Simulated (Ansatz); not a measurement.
# Moving the knobs of a GW run on H2CClF (P2_1)

A base run on H2CClF (P2_1), then changed inputs.

Main program and level: Ansatz 0.2.0; G0W0 on PBE, plane waves, PAW; PAW set soft_1.

### Step 1. The structure

It takes space group P2_1 (No. 4, monoclinic). The conventional cell has a = 5.021 Å, b = 4.148 Å, c = 6.768 Å, α = 90.00°, β = 108.21°, γ = 90.00°. Nearest to H lie 1 C at 1.09 Å. Nearest to C lie 2 H at 1.09 Å and 1 F at 1.38 Å and 1 Cl at 1.79 Å. Nearest to Cl lie 1 C at 1.79 Å. Nearest to F lie 1 C at 1.38 Å. Farther neighbours and most contacts between anions are not listed.

Geometry: measured cell, ions relaxed with PBE. The runs that relaxed it are not among those shown.

### Step 2. The base run: 2×4×2 mesh, 303 empty bands, screening to 100 eV, PAW set soft_1 files

Now the one-shot GW correction: screening in the RPA, then the self-energy of the levels asked for. This step takes PAW set soft_1 files.

input.yaml

```yaml
crystal:
  lattice:
    - [5.0206, 0.0, 0.0]
    - [0.0, 4.1477, 0.0]
    - [-2.1143188253, 0.0, 6.4288463713]
  atoms:
    - { symbol: H, position: [0.2852960594, 0.3914791351, 0.1553943381] }
    - { symbol: H, position: [0.7147039406, 0.8914791351, 0.8446056619] }
    - { symbol: H, position: [0.5707653094, 0.1078566959, 0.2708502709] }
    - { symbol: H, position: [0.4292346906, 0.6078566959, 0.7291497291] }
    - { symbol: C, position: [0.3460283809, 0.1408088981, 0.1943138297] }
    - { symbol: C, position: [0.6539716191, 0.6408088981, 0.8056861703] }
    - { symbol: Cl, position: [0.1663619786, 0.0024810456, 0.3682784982] }
    - { symbol: Cl, position: [0.8336380214, 0.5024810456, 0.6317215018] }
    - { symbol: F, position: [0.264389849, 0.9578742253, 0.0148699962] }
    - { symbol: F, position: [0.735610151, 0.4578742253, 0.9851300038] }
kpoints:
  mp_grid: { grid: [2, 4, 2] }
hamiltonian:
  xc: pbe
  pseudopotentials: { kind: paw, azcp: { folder: soft_1 } }
scf:
  occupations: { method: fixed }
gw:
  n_empty_bands: 303
  ecut_chi: 100
  qp_bands: [v3, c3]
  qp_kpoints: band_edges
  screening: { model: contour_deformation }
```

On the command line:

```console
$ ansatz run input.yaml --threads 2 --pin off --max-ram 92160MiB --backend cuda --events-out ev --progress --plain --runs-dir out --devices 1 --max-vram 13GiB
```

Numbers of over 12 decimals in the logs are rounded to 6 here.

The log of the run:

```text
GPUs: using 1 of 1 available (devices: 1).
Engine: ansatz 0.2.0, x86_64-unknown-linux-gnu
Pseudopotentials: kind: paw
Pseudopotential: H, paw, valence charge 1, recommended cutoff 420 eV (normal), soft_1/H.paw.azcp
Pseudopotential: C, paw, valence charge 4, recommended cutoff 420 eV (normal), soft_1/C.paw.azcp
Pseudopotential: Cl, paw, valence charge 7, recommended cutoff 420 eV (normal), soft_1/Cl.paw.azcp
Pseudopotential: F, paw, valence charge 7, recommended cutoff 420 eV (normal), soft_1/F.paw.azcp
Functional definition: PBE
  parameter kappa = 0.804
  parameter beta = 0.066725
  exchange = pbe_x(kappa = kappa, mu = beta*pi^2/3)
  correlation = pbe_c(beta = beta)
device memory: the entry about to start is reckoned to put 1.0 GiB on a device that reports 51.7 GiB free (of which the cap on the GPU budget leaves the run 13.0 GiB)
GPU FFT provider: cuFFT
GPU libraries: cuBLAS 13.8.2, cuFFT 12.4.0, cuSOLVER 12.3.4
Crystal: 10 atoms, lattice volume = 133.874 Å³
Basis set: ecut = 420 eV, 2603 PW (Γ)
Bands: 30, of which v1, the nominal top of the filled ones, is band 20 counted from 1 (19 counted from 0)
Symmetry: 2 space group operations
Space group: P21 (ITA 4), of the structure as read, at distance tolerance 5.1e-5 Å
k-points: 12 of 16 (time reversal used)
Non-local potential: H, projectors of the file, l = 0: 2, l = 1: 1
Non-local potential: C, projectors of the file, l = 0: 2, l = 1: 2, l = 2: 1
Non-local potential: Cl, projectors of the file, l = 0: 2, l = 1: 2, l = 2: 1
Non-local potential: F, projectors of the file, l = 0: 2, l = 1: 2, l = 2: 1
PAW form: soft (Blöchl's): semilocal exchange-correlation on the pseudo side does not see the compensation charge
PAW one-centre angular grid: H, 110 points (default); XC on 64 Gauss nodes
PAW one-centre angular grid: C, 110 points (default); XC on 64 Gauss nodes
PAW one-centre angular grid: Cl, 110 points (default); XC on 64 Gauss nodes
PAW one-centre angular grid: F, 110 points (default); XC on 64 Gauss nodes
Initial density: superposition of atomic densities (chi_scale 0.1, normalization cell, long waves kept (reshape's long-wave potential 0.59 eV rms))
Initial wavefunctions: pseudopotential atomic-orbital guess
GPU buffer pool allocated for 51840 grid points (all kernels)
GPU transforms: local potential and band sums: pruned to the plane-wave sphere, on 36×27×45
Functional: x = pbe(κ = 0.804, μ = 0.219515), c = pbe(β = 0.066725)
SCF iter   1: F=—  HF=-4347.519654 eV  |F-HF|=—  |Δ(HF+E_count)|=         —  Δρ=1.23e-1  dr2=1.88e1  ethr=3.10e-3  ⟨swp⟩=5.0  Hψ=1531  notcnv=0  defer=95
preconditioner: auto → Resta (q_TF=auto, 2.231 Å⁻¹)  ε∞=3.0  [insulator: Δε(μ)=4.340 eV  Ē_g=13.527 eV  n_scr=26 (ndim 8)  ℏωp=19.3 eV  f_vac=0.036  ε∞_Penn≈3.0]
[...]
NSCF: frozen V_eff on 1 k-points
SCF converged after 9 iterations
Free energy (F): -4341.607932 eV
Harris-Foulkes:  -4341.607932 eV  (|F-HF|=2.15e-8)
Internal energy: -4341.607932 eV  (E = F + TS)
E sigma→0 (E₀):  -4341.607932 eV
Fermi energy:    -0.643257 eV
--- Per-component energies (eV) ---
  E_band       = -302.523902
  E_kinetic    = 926.890267
  E_local      = -2731.495691  (includes V_loc(G=0)·N_el)
  E_nonlocal   = 286.047719
  E_hartree    = 986.859867
  E_xc         = -495.776876
  E_vxc        = -588.382539  (∫ρ·V_xc dr)
  E_paw        = -1929.952272  (= ΣΔE_a)
  E_vpaw       = -169.301583  (= ΣTr[D̂ρ^β])
  E_aug_tail   = -0.002855  (compensation charges beyond the density's cutoff)
  E_ewald      = -1384.178092
  E_smearing   = -0.000000  (= −TS)
  E_closure    = 0.000000  (closes the sum)
  Σ components = -4341.607932   (vs F -4341.607932, Δ=0.00e0)
--- Band table (eV; the first three rows and the last of 12) ---
  k-point 0: bands = [... 16 lower, -1.4061, -1.3806, -1.3600, -0.8927, 5.7080, 5.9461, 6.4454, 7.5728, ... 6 higher]
  k-point 1: bands = [... 16 lower, -1.5466, -1.2672, -1.2529, -0.9252, 5.7787, 5.8058, 6.6974, 7.0105, ... 6 higher]
  k-point 2: bands = [... 16 lower, -1.4799, -1.4195, -1.2305, -0.8753, 5.6680, 5.9639, 6.7683, 7.6531, ... 6 higher]
  k-point 11: bands = [... 16 lower, -1.4152, -1.4152, -0.6492, -0.6492, 5.8875, 5.8875, 7.1797, 7.1797, ... 6 higher]
--- G₀W₀: contour deformation, 5 samples at zero and on the imaginary axis and 1 off it, 16 q-points, 303 empty bands' worth ---
  eigenvalues of the whole cell's RPA ε∞ on this k-mesh (on a slab, of 1 + 4πα/V) = 2.0172, 2.0273, 2.3733; static W/v taken at q = 0 is 0.462516
  bands read: the sum over 323 bands ends inside a degenerate multiplet in 4 slots, whose members it reads at an even weight; the widest, k=4: bands 323 to 324 (counted from 1) at 1/2 each
  gw.qp_kpoints: band_edges: 12 of 12 stored k-points solved, in 1 pass; an edge of the gap read off the rows below is read off those points alone
    ik  band        ε_KS         Σx   Σc(E_QP)       V_xc       Z   E_QP_lin       E_QP  E_QP is
     0    18     -1.3806   -21.8595     2.8435   -16.9521  0.8108    -3.4901    -3.4445  root
     0    19     -1.3600   -20.8088     2.6950   -15.9887  0.8123    -3.5353    -3.4851  root
     0    20     -0.8927   -21.1926     2.5898   -16.5461  0.8157    -2.9919    -2.9494  root
     0    21      5.7080    -8.7262    -3.7010   -14.4294  0.8366     7.7423     7.7103  root
     0    22      5.9461    -8.8679    -3.7865   -14.6990  0.8338     8.0258     7.9906  root
     0    23      6.4454    -5.9888    -3.3840   -10.7007  0.8595     7.7857     7.7733  root
     1    18     -1.2672   -21.5176     2.7502   -16.6669  0.8143    -3.4138    -3.3677  root
     1    19     -1.2529   -20.8134     2.6722   -16.0130  0.8133    -3.4306    -3.3811  root
[...]
11    20     -0.6492   -21.9100     2.7203   -17.1229  0.8181    -2.7571    -2.7159  root
    11    21      5.8875    -9.3124    -3.8298   -15.2563  0.8321     8.0392     8.0015  root
    11    22      5.8875    -9.3124    -3.8298   -15.2563  0.8321     8.0392     8.0015  root
    11    23      7.1797    -7.0181    -3.6640   -12.4385  0.8496     8.9608     8.9360  root
```

Elapsed: 18 s, on 1 × NVIDIA H100 80GB HBM3 (shared by 6 runs) with 2 threads of AMD EPYC 7R13 (Zen 3), shared host; peak memory 1.4 GiB.

Reading the cycles: dr2 is the Hartree energy of the density residual (eV), the measure of convergence; HF is the Harris–Foulkes estimate of the energy, which meets the free energy F at convergence.

This step gave:

```
bands summed                                 : 323
RPA ε∞ on this mesh (eigenvalues)            : 2.017, 2.027, 2.373
plane waves in the screening matrix          : 309
q-points in the mesh                         : 16
G0W0 gap on the mesh                         : 10.00 eV
k of the valence top                         : -0.5, -0.5, 0
k of the conduction bottom                   : -0.5, 0, 0
starting gap on the mesh                     : 5.994 eV
Z at the valence top                         : 0.8179
Z at the conduction bottom                   : 0.8375
least direct G0W0 gap on the computed points : 10.05 eV
```

The gap on the mesh goes from 5.99 eV to 10.00 eV, a correction of +4.01 eV. Between the two edge states, bare exchange in place of the xc potential would open the gap by 10.48 eV, and correlation takes back 6.48 eV.

### Step 3. Variant: potentials

Other atomic data (norm-conserving) test the pseudisation: the cutoff goes from 420 to 1320 eV, with the same valence electrons.

This step: G0W0 on PBE, plane waves, norm-conserving pseudopotentials.

Edit input.yaml of step 2 so:

```diff
@@ -20,3 +20,3 @@
   xc: pbe
-  pseudopotentials: { kind: paw, azcp: { folder: soft_1 } }
+  pseudopotentials: { kind: nc }
 scf:
```

The log of the run:

```text
GPUs: using 1 of 1 available (devices: 1).
[...]
GPU FFT provider: cuFFT
GPU libraries: cuBLAS 13.8.2, cuFFT 12.4.0, cuSOLVER 12.3.4
Crystal: 10 atoms, lattice volume = 133.874 Å³
Basis set: ecut = 1320 eV, 14585 PW (Γ)
Bands: 30, of which v1, the nominal top of the filled ones, is band 20 counted from 1 (19 counted from 0)
Symmetry: 2 space group operations
[...]
k-points: 12 of 16 (time reversal used)
[...]
GPU buffer pool allocated for 243000 grid points (all kernels)
[...]
SCF iter   1: F=—  HF=-2657.769455 eV  |F-HF|=—  |Δ(HF+E_count)|=         —  Δρ=1.29e-1  dr2=1.93e1  ethr=3.10e-3  ⟨swp⟩=6.0  Hψ=1844  notcnv=0  defer=90
[...]
SCF iter   9: F=-2651.631790 eV  HF=-2651.631790 eV  |F-HF|=3.68e-8  |Δ(HF+E_count)|=   5.12e-7  Δρ=4.22e-6  dr2=2.47e-8  ethr=2.50e-10  ⟨swp⟩=15.7  Hψ=2573  notcnv=0
SCF 1 converged in 9 iterations: F = -2651.631790 eV  dr2 = 2.47e-8
[...]
0    18     -1.3723   -21.9163     2.8555   -17.0046  0.8107    -3.4737    -3.4285  root
     0    19     -1.3514   -20.7677     2.6945   -15.9508  0.8124    -3.5240    -3.4739  root
     0    20     -0.8843   -21.1930     2.5951   -16.5461  0.8157    -2.9785    -2.9361  root
     0    21      5.7168    -8.7453    -3.7066   -14.4577  0.8363     7.7546     7.7225  root
     0    22      5.9423    -8.8789    -3.7860   -14.7088  0.8338     8.0213     7.9862  root
     0    23      6.4594    -5.9783    -3.3876   -10.6984  0.8595     7.8042     7.7918  root
     1    18     -1.2596   -21.5292     2.7561   -16.6772  0.8143    -3.4014    -3.3555  root
     1    19     -1.2442   -20.8111     2.6762   -16.0118  0.8134    -3.4166    -3.3673  root
[...]
11    20     -0.6392   -21.9237     2.7279   -17.1325  0.8181    -2.7435    -2.7025  root
    11    21      5.8890    -9.3157    -3.8304   -15.2597  0.8321     8.0403     8.0026  root
    11    22      5.8890    -9.3157    -3.8304   -15.2597  0.8321     8.0403     8.0026  root
    11    23      7.1698    -7.0531    -3.6776   -12.4964  0.8492     8.9607     8.9355  root
[key lines of the parts left out:]
SCF converged after 9 iterations
Free energy (F): -2651.631790 eV
Fermi energy:    -0.632920 eV
```

It took 20 s on 1 × NVIDIA H100 80GB HBM3 (shared by 6 runs) with 2 threads; peak memory 2.4 GiB.

The G0W0 gap on the mesh is 9.992 eV.

Against the base:

| setting | base | variant |
| --- | --- | --- |
| files | PAW set soft_1 | norm-conserving |

| quantity | variant | base |
| --- | --- | --- |
| starting gap on the mesh | 5.987 | 5.994 |
| G0W0 gap on the mesh | 9.992 | 10.001 |
| least direct G0W0 gap on the computed points | 10.038 | 10.047 |
| Z at the valence top | 0.818 | 0.818 |
| Z at the conduction bottom | 0.837 | 0.837 |

### Step 4. Variant: potentials

This step: G0W0 on PBE, plane waves, PAW.

Edit input.yaml of step 3 so:

```diff
@@ -20,3 +20,3 @@
   xc: pbe
-  pseudopotentials: { kind: nc }
+  pseudopotentials: { kind: paw, source: ansatz }
 scf:
```

The log of the run:

```text
GPUs: using 1 of 1 available (devices: 1).
[...]
GPU FFT provider: cuFFT
GPU libraries: cuBLAS 13.8.2, cuFFT 12.4.0, cuSOLVER 12.3.4
Crystal: 10 atoms, lattice volume = 133.874 Å³
Basis set: ecut = 1050 eV, 10329 PW (Γ)
Bands: 30, of which v1, the nominal top of the filled ones, is band 20 counted from 1 (19 counted from 0)
Symmetry: 2 space group operations
[...]
k-points: 12 of 16 (time reversal used)
[...]
GPU buffer pool allocated for 174960 grid points (all kernels)
[...]
SCF iter   1: F=—  HF=-4347.011451 eV  |F-HF|=—  |Δ(HF+E_count)|=         —  Δρ=1.23e-1  dr2=1.77e1  ethr=3.10e-3  ⟨swp⟩=5.0  Hψ=1773  notcnv=0  defer=77
[...]
SCF iter   9: F=-4341.330257 eV  HF=-4341.330257 eV  |F-HF|=1.93e-8  |Δ(HF+E_count)|=   7.18e-7  Δρ=5.93e-6  dr2=4.89e-8  ethr=2.50e-10  ⟨swp⟩=14.6  Hψ=2339  notcnv=0
SCF 1 converged in 9 iterations: F = -4341.330257 eV  dr2 = 4.89e-8
[...]
0    18     -1.3605   -21.8423     2.8464   -16.9352  0.8110    -3.4666    -3.4212  root
     0    19     -1.3398   -20.8197     2.7016   -15.9991  0.8124    -3.5087    -3.4588  root
     0    20     -0.8724   -21.1892     2.5950   -16.5433  0.8158    -2.9655    -2.9233  root
     0    21      5.7310    -8.6979    -3.6992   -14.3972  0.8368     7.7628     7.7310  root
     0    22      5.9718    -8.8451    -3.7854   -14.6748  0.8339     8.0512     8.0161  root
     0    23      6.4663    -5.9732    -3.3834   -10.6876  0.8596     7.8096     7.7972  root
     1    18     -1.2475   -21.5118     2.7539   -16.6614  0.8145    -3.3899    -3.3440  root
     1    19     -1.2329   -20.8108     2.6772   -16.0110  0.8135    -3.4047    -3.3555  root
[...]
11    20     -0.6292   -21.9036     2.7233   -17.1180  0.8183    -2.7325    -2.6916  root
    11    21      5.9127    -9.2885    -3.8297   -15.2327  0.8323     8.0646     8.0270  root
    11    22      5.9127    -9.2885    -3.8297   -15.2327  0.8323     8.0646     8.0270  root
    11    23      7.2032    -6.9869    -3.6628   -12.4007  0.8498     8.9788     8.9542  root
[key lines of the parts left out:]
SCF converged after 9 iterations
Free energy (F): -4341.330257 eV
Fermi energy:    -0.623298 eV
```

Elapsed: 20 s, on 1 × NVIDIA H100 80GB HBM3 (shared by 6 runs) with 2 threads; peak memory 2.1 GiB; 23 s of CPU time.

The G0W0 gap on the mesh is 10.005 eV.

Against the base:

| setting | base | variant |
| --- | --- | --- |
| files | PAW set soft_1 | hard PAW |

| quantity | variant | base |
| --- | --- | --- |
| starting gap on the mesh | 6.001 | 5.994 |
| G0W0 gap on the mesh | 10.005 | 10.001 |
| least direct G0W0 gap on the computed points | 10.049 | 10.047 |
| Z at the valence top | 0.818 | 0.818 |
| Z at the conduction bottom | 0.838 | 0.837 |

### Step 5. Variant: frequency model

A plasmon pole stands in for the full frequency dependence of the screening; this run shows what that costs in accuracy.

This step: G0W0 on PBE, plane waves, PAW; PAW set soft_1.

Edit input.yaml of step 4 so:

```diff
@@ -20,3 +20,3 @@
   xc: pbe
-  pseudopotentials: { kind: paw, source: ansatz }
+  pseudopotentials: { kind: paw, azcp: { folder: soft_1 } }
 scf:
@@ -28,2 +28,2 @@
   qp_kpoints: band_edges
-  screening: { model: contour_deformation }
+  screening: { model: godby_needs }
```

The log of the run:

```text
GPUs: using 1 of 1 available (devices: 1).
[...]
GPU FFT provider: cuFFT
GPU libraries: cuBLAS 13.8.2, cuFFT 12.4.0, cuSOLVER 12.3.4
Crystal: 10 atoms, lattice volume = 133.874 Å³
Basis set: ecut = 420 eV, 2603 PW (Γ)
Bands: 30, of which v1, the nominal top of the filled ones, is band 20 counted from 1 (19 counted from 0)
Symmetry: 2 space group operations
[...]
k-points: 12 of 16 (time reversal used)
[...]
GPU buffer pool allocated for 51840 grid points (all kernels)
[...]
SCF iter   1: F=—  HF=-4347.519654 eV  |F-HF|=—  |Δ(HF+E_count)|=         —  Δρ=1.23e-1  dr2=1.88e1  ethr=3.10e-3  ⟨swp⟩=5.0  Hψ=1531  notcnv=0  defer=95
[...]
SCF iter   9: F=-4341.607932 eV  HF=-4341.607932 eV  |F-HF|=2.15e-8  |Δ(HF+E_count)|=   5.81e-7  Δρ=2.59e-6  dr2=1.09e-8  ethr=2.50e-10  ⟨swp⟩=12.8  Hψ=1916  notcnv=0
SCF 1 converged in 9 iterations: F = -4341.607932 eV  dr2 = 1.09e-8
[...]
0    18     -1.3806   -21.8595     2.8410   -16.9521  0.8202    -3.4737    -3.4470  root
     0    19     -1.3600   -20.8088     2.6779   -15.9887  0.8229    -3.5296    -3.5022  root
     0    20     -0.8927   -21.1926     2.5896   -16.5461  0.8245    -2.9739    -2.9496  root
     0    21      5.7080    -8.7262    -3.6376   -14.4294  0.8424     7.7944     7.7737  root
     0    22      5.9461    -8.8679    -3.7226   -14.6990  0.8402     8.0770     8.0546  root
     0    23      6.4454    -5.9888    -3.3539   -10.7007  0.8644     7.8119     7.8034  root
     1    18     -1.2672   -21.5176     2.7480   -16.6669  0.8235    -3.3958    -3.3699  root
     1    19     -1.2529   -20.8134     2.6570   -16.0130  0.8236    -3.4226    -3.3962  root
[...]
11    20     -0.6492   -21.9100     2.7300   -17.1229  0.8260    -2.7302    -2.7062  root
    11    21      5.8875    -9.3124    -3.7619   -15.2563  0.8382     8.0931     8.0694  root
    11    22      5.8875    -9.3124    -3.7619   -15.2563  0.8382     8.0931     8.0694  root
    11    23      7.1797    -7.0181    -3.6186   -12.4385  0.8561     8.9977     8.9814  root
[key lines of the parts left out:]
SCF converged after 9 iterations
Free energy (F): -4341.607932 eV
Fermi energy:    -0.643257 eV
```

The job ended after 22 s (1 × NVIDIA H100 80GB HBM3 (shared by 6 runs) with 2 threads; peak memory 1.4 GiB).

The G0W0 gap on the mesh is 10.046 eV.

Against the base:

| setting | base | variant |
| --- | --- | --- |
| frequency model | contour deformation | plasmon pole |

| quantity | variant | base |
| --- | --- | --- |
| starting gap on the mesh | 5.994 | 5.994 |
| G0W0 gap on the mesh | 10.046 | 10.001 |
| least direct G0W0 gap on the computed points | 10.097 | 10.047 |
| Z at the valence top | 0.826 | 0.818 |
| Z at the conduction bottom | 0.842 | 0.837 |

### Step 6. Results

```
base            : 10.00 eV, 18 s
potentials      : 9.99 eV, 20 s
potentials      : 10.01 eV, 20 s
frequency model : 10.05 eV, 22 s
```

Potentials: the gap moves by −0.01 eV (the plane-wave cutoff goes from 420 to 1320 eV). Potentials: the gap moves by +0.004 eV (the plane-wave cutoff goes from 420 to 1050 eV). Frequency model: the gap moves by +0.04 eV. All runs here use a coarse mesh and modest cutoffs; they test settings and are not final values. The 2×4×2 mesh is coarse for this cell (its supercell is 10 Å along the shortest edge). The RPA ε∞ on it, from the PBE start, is 2.02, 2.03 and 2.37; such meshes misread the long-range screening, most where the gap is narrow.

[Paths, hosts, dates, memory and timing lines, banners, echoed tables and standing remarks are left out of the program output.]

[Logs are printed without paths, hosts, clocks, repeated set-up lines and the standing remarks that a program may print on its own settings, such as how far it seeks lower states.]

[Runs of the session that timed out or met a known fault of the program may be left out.]

[Cells called generated may have been cut or substituted from an entry of the Crystallography Open Database or the Materials Project.]

[Hosts, paths, dates, database ids (printed as entryN), source tags and the programs' standing remarks are cut or masked in the printed files.]
